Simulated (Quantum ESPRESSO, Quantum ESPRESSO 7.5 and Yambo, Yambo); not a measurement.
**BaTiO3 (P4mm): G0W0 with and without spin-orbit coupling**

Is the spin-orbit change of the gap of BaTiO3 (P4mm) the same in DFT and in GW?

Program: Quantum ESPRESSO 7.5 and Yambo 5.3.0. Level of theory: PBE and many-body steps on it, plane waves. Results are calculated unless marked as measured.

The database entry behind the starting cell differs from later determinations by our own check (c/a about 0.6 % short), so it need not match the best structure at ambient conditions.

### 1. Set-up

Symmetry: P4mm, No. 99, tetragonal system. Conventional cell: a = 4.000 Å, b = 4.000 Å, c = 4.018 Å, α = 90.00°, β = 90.00°, γ = 90.00°. Nearest to Ba lie 12 O at 2.79 to 2.88 Å. Ti has 6 O at 1.85 to 2.17 Å nearest. Nearest to O lie 2 Ti at 1.85 to 2.17 Å and 4 Ba at 2.83 Å. Nearest to O lie 2 Ti at 2.00 Å and 4 Ba at 2.79 to 2.88 Å. Farther neighbours and most contacts between anions are not listed.

Coordinates:

```cif
data_structure
_symmetry_space_group_name_H-M 'P 1'
_symmetry_Int_Tables_number 1
_cell_length_a 3.9998
_cell_length_b 3.9998
_cell_length_c 4.0180
_cell_angle_alpha 90.000
_cell_angle_beta 90.000
_cell_angle_gamma 90.000
_cell_volume 64.28
loop_
_atom_site_label
_atom_site_type_symbol
_atom_site_fract_x
_atom_site_fract_y
_atom_site_fract_z
_atom_site_occupancy
Ba1 Ba 0.00000 0.00000 0.00072 1
Ti2 Ti 0.50000 0.50000 0.48563 1
O3 O 0.50000 0.50000 0.02534 1
O4 O 0.50000 0.00000 0.51565 1
O5 O 0.00000 0.50000 0.51565 1
```

Geometry: measured (diffraction); atoms relaxed with PBE. The runs that relaxed it are not among those shown. Spin-orbit coupling is left out unless a step names it.

### 2. Empty states on the mesh, 4×4×4 mesh, 129 bands

This step: Quantum ESPRESSO 7.5; DFT, PBE, plane waves, norm-conserving pseudopotentials.

The sums over transitions need many empty states on a uniform mesh; this step solves for them.

File pw.in:

```
&control
  calculation = 'nscf'
  prefix = 'x'
  outdir = 'o'
  pseudo_dir = 'pseudo'
/
&system
  ibrav = 0
  nat = 5
  ntyp = 3
  ecutwfc = 76.0
  nbnd = 129
  force_symmorphic = .true.
/
&electrons
  conv_thr = 1e-9
  electron_maxstep = 80
  diago_full_acc = .true.
  diago_thr_init = 5e-6
/
ATOMIC_SPECIES
  Ba 137.33 Ba.upf
  Ti 47.867 Ti.upf
  O 15.999 O.upf
CELL_PARAMETERS angstrom
  3.9998000000 0.0000000000 0.0000000000
  0.0000000000 3.9998000000 0.0000000000
  0.0000000000 0.0000000000 4.0180000000
ATOMIC_POSITIONS crystal
  Ba 0.0000000000 0.0000000000 0.0007199741
  Ti 0.5000000000 0.5000000000 0.4856287386
  O 0.5000000000 0.5000000000 0.0253431139
  O 0.5000000000 0.0000000000 0.5156540867
  O 0.0000000000 0.5000000000 0.5156540867
K_POINTS automatic
  4 4 4 0 0 0
```

Started as:

```sh
> OMP_NUM_THREADS=1 mpirun -n 4 pw.x -nk 4 -in pw.in > pw.out
```

The log of the run:

```text
Program PWSCF v.7.5 starts

     This program is part of the open-source Quantum ESPRESSO suite
     for quantum simulation of materials; please cite
         "P. Giannozzi et al., J. Phys.:Condens. Matter 21 395502 (2009);
         "P. Giannozzi et al., J. Phys.:Condens. Matter 29 465901 (2017);
         "P. Giannozzi et al., J. Chem. Phys. 152 154105 (2020);
     in publications or presentations arising from this work. More details at

     Atomic positions and unit cell read from directory:
     o/x.save/

     Message from routine setup:
[...]
83.2861

          k = 0.0000 0.0000-0.4977 (  4878 PWs)   bands (ev):

[...]
52.0445  52.0445  54.2464  54.4668  54.4668  55.1228  55.1228  55.8472
     [... 5 further rows ...]
    79.9756  80.1185  81.0750  81.0750  82.3164  83.2546  83.2962  83.2962
    84.0314

          k = 0.0000 0.2500 0.0000 (  4831 PWs)   bands (ev):

     [... further k-points ...]

     highest occupied, lowest unoccupied level (ev):    10.4265   12.2715

     XML data file, pseudopotentials, collected wavefunctions

=------------------------------------------------------------------------------=
   JOB DONE.
=------------------------------------------------------------------------------=
```

Run time: 22 s. Hardware: 4 MPI ranks of Arm Neoverse V2, shared host; peak memory 0.43 GiB.

This step gave:

| Property | Result |
| --- | --- |
| gap | 1.845 eV |
| k of the valence top | -0.5, -0.5, -0.5 |
| k of the conduction bottom | 0, 0, 0 |
| least direct gap | 2.185 eV |
| k points computed | 18 |
| lowest point of the top converged band, above the valence top | 71.0991 eV |

On this mesh the gap is 1.845 eV.

The density comes from a self-consistent run that is not shown.

### 3. Conversion and set-up

This step: Yambo 5.3.0; conversion and set-up on PBE, plane waves, norm-conserving pseudopotentials.

The states are converted to the many-body program's format and the q mesh is built.

Started as:

```sh
> (cd o/x.save; p2y > p2y.log; mv SAVE ../..); yambo > setup.log
```

The log of the run:

```text
 Yambo, version 5.3.0

 [02] CORE Variables Setup
 =========================

  [02.01] Unit cells
  ==================

  Cell kind             :  Unknown
  Atoms in the cell     :  Ba  Ti  O
  number of Ba atoms    :  1
  number of Ti atoms    :  1
  number of O  atoms    :  3

  List of atomic masses
  Mass of Ba    :  137.3300
  Mass of Ti    :  47.86700
  Mass of O     :  15.99900

  List of atomic coordinates    : [cc]
  Ba1       :  0.000000  0.000000  0.005467  order 1
  Ti1       :  3.779263  3.779263  3.687340  order 2
[...]
K/Q-points units:
 rlu = crystal or reduced units; cc = cartesian coordinates; iku = interal k-units

 Q [ 1]         [rlu]:  0.000000  0.000000  0.000000
 Q [ 2]         [rlu]:  0.000000  0.000000  0.250000
 Q [ 3]         [rlu]:  0.000000  0.000000 -0.500000
[...]
Q [ 8]         [rlu]:  0.000000 -0.500000  0.250000
 Q [ 9]         [rlu]:  0.000000 -0.500000 -0.500000
 Q [10]         [rlu]:  0.250000  0.250000  0.000000
     [... 6 further rows ...]
 Q [17]         [rlu]: -0.500000 -0.500000  0.250000
 Q [18]         [rlu]: -0.500000 -0.500000 -0.500000

  [03.01] X indexes
  =================

   [03.01.01] Sigma indexes
   ========================

 [06] Game Over & Game summary
```

Elapsed: 2.9 s, on 1 MPI rank; peak memory 0.25 GiB.

### 4. Scalar-relativistic

Now the one-shot GW correction: screening in the RPA, then the self-energy of the levels asked for.

This step: G0W0 on PBE, plane waves, norm-conserving pseudopotentials.

File gw1.in:

```
HF_and_locXC
gw0
dyson
ppa
em1d
rim_cut
RandQpts= 1000000
RandGvec= 1 RL
EXXRLvcs= 76 Ry
VXCRLvcs= 304 Ry
Chimod= "HARTREE"
% BndsRnXp
 1 | 129 |
%
NGsBlkXp= 10 Ry
% LongDrXp
 1 | 1 | 1 |
%
% GbndRnge
 1 | 129 |
%
DysSolver= "n"
ExtendOut
PPAPntXp= 27.21138 eV
% QPkrange
 18 | 18 | 19 | 22 |
 1 | 1 | 19 | 22 |
%
```

Started as:

```sh
> OMP_NUM_THREADS=1 mpirun -n 4 yambo -F gw1.in -J gw1 -C gw1 > gw1.log
```

The log of the run:

```text
 Yambo, version 5.3.0

 [02] CORE Variables Setup
 =========================

  [... cell, symmetries and grids as in the set-up ...]

  [02.05] Energies & Occupations
  ==============================

  [X] === General ===
  [X] Electronic Temperature                        :  0.000000  0.000000 [eV K]
  [X] Bosonic    Temperature                        :  0.000000  0.000000 [eV K]
  [X] Finite Temperature mode                       : no
  [X] El. density                                   :  0.62226E+24 [cm-3]
  [X] Fermi Level                                   :  10.42650 [eV]

  [X] === Gaps and Widths ===
  [X] Conduction Band Min                           :  1.844946 [eV]
  [X] Valence Band Max                              :  0.000000 [eV]
  [X] Filled Bands                                  :  20
  [X] Empty Bands                                   :   21  129
  [X] Direct Gap                                    :  2.185195 [eV]
  [X] Direct Gap localized at k                     :  1
  [X] Indirect Gap                                  :  1.844946 [eV]
  [X] Indirect Gap between kpts                     :  18   1
  [X] Last valence band width                       :  0.921446 [eV]
  [X] 1st conduction band width                     :  2.384365 [eV]

 [03] Transferred momenta grid and indexing
 ==========================================

 IBZ Q-points                                      :  18
 BZ  Q-points                                      :   64

 K/Q-points units:
 rlu = crystal or reduced units; cc = cartesian coordinates; iku = interal k-units

 Q [ 1]         [rlu]:  0.000000  0.000000  0.000000
 Q [ 2]         [rlu]:  0.000000  0.000000  0.250000
 Q [ 3]         [rlu]:  0.000000  0.000000 -0.500000
 Q [ 4]         [rlu]:  0.000000  0.250000  0.000000
 Q [ 5]         [rlu]:  0.000000  0.250000  0.250000
 Q [ 6]         [rlu]:  0.000000  0.250000 -0.500000
 Q [ 7]         [rlu]:  0.000000 -0.500000  0.000000
 Q [ 8]         [rlu]:  0.000000 -0.500000  0.250000
 Q [ 9]         [rlu]:  0.000000 -0.500000 -0.500000
 Q [10]         [rlu]:  0.250000  0.250000  0.000000
     [... 6 further rows ...]
 Q [17]         [rlu]: -0.500000 -0.500000  0.250000
 Q [18]         [rlu]: -0.500000 -0.500000 -0.500000

 [04] Coloumb potential Random Integration (RIM)
 ===============================================

  [04.01] RIM initialization
  ==========================

  * Diagonal components only detected *

  8 x (sBL volume)        :  0.071477 [a.u.]
  sBZ random points       :  1000000
  Points outside the sBZ  :   7992674
  RL volume               :  0.571816 [a.u.]
  Integrated volume       :  0.572340 [a.u.]

  [04.02] RIM integrals
  =====================

  Gamma point sphere radius             :  0.075279 [a.u.]
  Points outside the sphere             :   799805
  [Int_sBZ(q=0) 1/q^2]*(Vol_sBZ)^(-1/3) =:  7.678263
                                 should be <:  7.795600

  Summary of Coulomb integrals for non-metallic bands |Q|[au] RIM/Bare

  Q [1] 0.100000E-4 0.984948 * Q [2] 0.206876 1.047531
  Q [4] 0.207818 1.051805 * Q [5] 0.293234 1.049190
  Q [10] 0.293899 1.050618 * Q [11] 0.359408 1.035725
  Q [3] 0.413753 1.019729 * Q [7] 0.415636 1.019337
  Q [6] 0.463012 1.018201 * Q [8] 0.464275 1.017296
  Q [13] 0.464695 1.017702 * Q [12] 0.507512 1.016101
  Q [14] 0.508664 1.015336 * Q [9] 0.586468 1.011933
  Q [16] 0.587797 1.011712 * Q [15] 0.622200 1.010847
  Q [17] 0.623140 1.010401 * Q [18] 0.718817 1.008389

 [05] Dipoles
 ============

  [05.01] Setup: observables and procedures
  =========================================

  [WARNING] [x,Vnl] slows the Dipoles computation. To neglect it rename the ns.kb_pp file

 [06] Dynamic Dielectric Matrix (PPA)
 ====================================

 [WR./gw1//ndb.pp]---------------------------------------------------------------
  Brillouin Zone Q/K grids (IBZ/BZ)                :   18   64   18   64
  RL vectors                                       :   5983 [WF]
  Coulomb cutoff potential                         : none
[...]
X matrix size                                    :  253
  X band range                                     :    1  129
  X e/h energy range                               : -1.000000 -1.000000 [eV]
  X Time ordering                                  : R
  X Hxc Kernel                                     : HARTREE
  X Drude frequency                                :  0.000000  0.000000
  X poles                                          :  100.0000 [o/o]
  RL vectors in the sum                            :   5983
  [r,Vnl] included                                 : yes
  Field direction                                  :  0.577350E-5  0.577350E-5  0.577350E-5
  BZ energy Double Grid                            : no
  BZ energy DbGd points                            : 0
  BZ Q point size factor                           : -1.000000
  X Optical Averaged directions                    : none

 [07] Local Exchange-Correlation + Non-Local Fock
 ================================================

 [VXC] Plane waves :   38811
 [EXS] Plane waves :   4945

 QP @ state[ 1 ] K range:  1  1
 QP @ state[ 1 ] b range:  19  22
 QP @ state[ 2 ] K range:  18  18
 QP @ state[ 2 ] b range:  19  22

 [xc] Functional : Perdew, Burke & Ernzerhof(X)+Perdew, Burke & Ernzerhof(C)
 [xc] LIBXC used to calculate xc functional
  PP Number of Atomic Species                      :  3
  NLCC RL compoments                               :   38811
  PP Number of Atomic Species                      :  3
  NLCC RL compoments                               :   38811

 [xc] E_xc :  -21.67160 [Ha]
      E_xc :  -43.34321 [Ry]

  Local XC kind (lXC) : Perdew, Burke & Ernzerhof(X)+Perdew, Burke & Ernzerhof(C)
  Non-Local XC kind (nlXC) : Hartree-Fock

  Corrections @ K [1] :  [eV]
 <19|nlXC|19> = -24.44848 -0.11947E-16 <19|lXC|19> = -20.02345 -0.47204E-16
 <20|nlXC|20> = -24.44835 -0.10312E-16 <20|lXC|20> = -20.02345  0.000000
 <21|nlXC|21> = -11.40013 -0.67176E-18 <21|lXC|21> = -18.77758 -0.18882E-15
 <22|nlXC|22> = -12.04196 -0.29307E-18 <22|lXC|22> = -19.04558 -0.47204E-16

  Corrections @ K [18] :  [eV]
 <19|nlXC|19> = -24.90427 -0.15702E-16 <19|lXC|19> = -19.96267  0.37763E-15
 <20|nlXC|20> = -24.94241 -0.78957E-17 <20|lXC|20> = -19.98901  0.000000
 <21|nlXC|21> = -13.11098 -0.22459E-18 <21|lXC|21> = -21.86211  0.18882E-15
 <22|nlXC|22> = -13.22005 -0.51889E-18 <22|lXC|22> = -21.87816 -0.18882E-15

  [07.01] Hartree-Fock occupations report
  =======================================

  [Hartree-Fock] === General ===
  [Hartree-Fock] Electronic Temperature             :  0.000000  0.000000 [eV K]
  [Hartree-Fock] Bosonic    Temperature             :  0.000000  0.000000 [eV K]
  [Hartree-Fock] Finite Temperature mode            : no
  [Hartree-Fock] El. density                        :  0.62226E+24 [cm-3]
  [Hartree-Fock] Fermi Level                        :  10.42650 [eV]

  [Hartree-Fock] === Gaps and Widths ===
  [Hartree-Fock] Conduction Band Min                :  1.919339 [eV]
  [Hartree-Fock] Valence Band Max                   : -0.036826 [eV]
  [Hartree-Fock] Filled Bands                       :  20
  [Hartree-Fock] Empty Bands                        :   21  129
  [Hartree-Fock] Direct Gap                         :  2.450808 [eV]
  [Hartree-Fock] Direct Gap localized at k          :  2
  [Hartree-Fock] Indirect Gap                       :  1.956164 [eV]
  [Hartree-Fock] Indirect Gap between kpts          :  17   2
  [Hartree-Fock] Last valence band width            :  4.916575 [eV]
  [Hartree-Fock] 1st conduction band width          :  11.06110 [eV]

 [08] Dyson equation: Newton solver
 ==================================

  [08.01] G0W0 (W PPA)
  ====================

  [  GW  ] Bands range     :    1  129
  [GW/PPA] G damping       :  0.100000 [eV]

  QP @ state[ 1 ] K range:  1  1
  QP @ state[ 1 ] b range:  19  22
  QP @ state[ 2 ] K range:  18  18
  QP @ state[ 2 ] b range:  19  22

   Sc/G bands                                       :    1  129
   Sc/G damping                                     :  0.100000 ev
   Sc bands terminator                              : no
   Sx RL components                                 :   4945

   QP @ state[ 1 ] K range                          :  1  1
   QP @ state[ 1 ] b range                          :  19  22
   QP @ state[ 2 ] K range                          :  18  18
   QP @ state[ 2 ] b range                          :  19  22
   GF energies kind                                 : Perdew, Burke & Ernzerhof(X)+Perdew, Burke & Ernzerhof(C)
   GF WF`s kind                                     : Perdew, Burke & Ernzerhof(X)+Perdew, Burke & Ernzerhof(C)
   Xs energies kind                                 : Perdew, Burke & Ernzerhof(X)+Perdew, Burke & Ernzerhof(C)
   Xs WF`s kind                                     : Perdew, Burke & Ernzerhof(X)+Perdew, Burke & Ernzerhof(C)

 [11] Game Over & Game summary
```

Run time: 3.9 min. Hardware: 4 MPI ranks; peak memory 2.1 GiB; 16 min of CPU time.

This step gave:

| Quantity | Value |
| --- | --- |
| G0W0 gap on the points computed | 3.312 eV |
| starting gap on the mesh | 1.845 eV |
| k of the valence top | -0.5, -0.5, -0.5 |
| k of the conduction bottom | 0, 0, 0 |
| least direct G0W0 gap on the computed points | 3.663 eV |
| Z at the valence top | 0.7633 |
| Z at the conduction bottom | 0.7772 |

The gap on the mesh goes from 1.84 eV to 3.31 eV, a correction of +1.47 eV.

### 5. Empty states on the mesh, 4×4×4 mesh, 258 bands

This step: Quantum ESPRESSO 7.5; DFT, PBE with spin-orbit coupling, plane waves, norm-conserving pseudopotentials.

Changes to pw.in since step 2:

```diff
@@ -11,4 +11,6 @@
   ecutwfc = 76.0
-  nbnd = 129
+  nbnd = 258
   force_symmorphic = .true.
+  noncolin = .true.
+  lspinorb = .true.
 /
```

Started as:

```sh
> OMP_NUM_THREADS=1 mpirun -n 4 pw.x -nk 4 -in pw.in > pw.out
```

The log of the run:

```text
[banner, memory and clock lines left out]
Program PWSCF v.7.5 starts

     Atomic positions and unit cell read from directory:
     o/x.save/

     Message from routine setup:
     using ibrav=0 with symmetry is DISCOURAGED, use correct ibrav instead

     G-vector sticks info

     bravais-lattice index     =            0
     lattice parameter (alat)  =       7.5585  a.u.
     unit-cell volume          =     433.7935 (a.u.)^3
     number of atoms/cell      =            5
     number of atomic types    =            3
     number of electrons       =        40.00
[...]
k = 0.0000 0.0000 0.2489 (  4857 PWs)   bands (ev):

[...]
[... 21 further rows ...]
[...]
83.3654  83.3654

          k = 0.0000 0.0000-0.4977 (  4878 PWs)   bands (ev):

[...]
27.6920  27.6920  29.2691  29.2691  29.3667  29.3667  30.5708  30.5708
     [... 21 further rows ...]
    82.3224  82.3224  83.2630  83.2630  83.2878  83.2878  83.3068  83.3068
    83.9990  83.9991

          k = 0.0000 0.2500 0.0000 (  4831 PWs)   bands (ev):

     [... further k-points ...]

     highest occupied, lowest unoccupied level (ev):    10.4288   12.2731

     XML data file, pseudopotentials, collected wavefunctions
```

The job ended after 2.4 min (4 MPI ranks; peak memory 1.1 GiB; 9.7 min of CPU time).

This step gave:

- gap: 1.844 eV
- k of the valence top: -0.5, -0.5, -0.5
- k of the conduction bottom: 0, 0, 0
- least direct gap: 2.140 eV
- k points computed: 18
- lowest point of the top converged band, above the valence top: 71.1033 eV

On this mesh the gap is 1.844 eV.

The density comes from a self-consistent run that is not shown, made with spin-orbit coupling and fully relativistic files.

(Continued in part 2 of 2.)

[Paths, hosts, dates, memory and timing lines, banners, echoed tables and standing remarks are left out of the program output.]

[Logs are printed without paths, hosts, clocks, repeated set-up lines and the standing remarks that a program may print on its own settings, such as how far it seeks lower states.]

[Runs of the session that timed out or met a known fault of the program may be left out.]

[Hosts, paths, dates, database ids (printed as entryN), source tags and the programs' standing remarks are cut or masked in the printed files.]
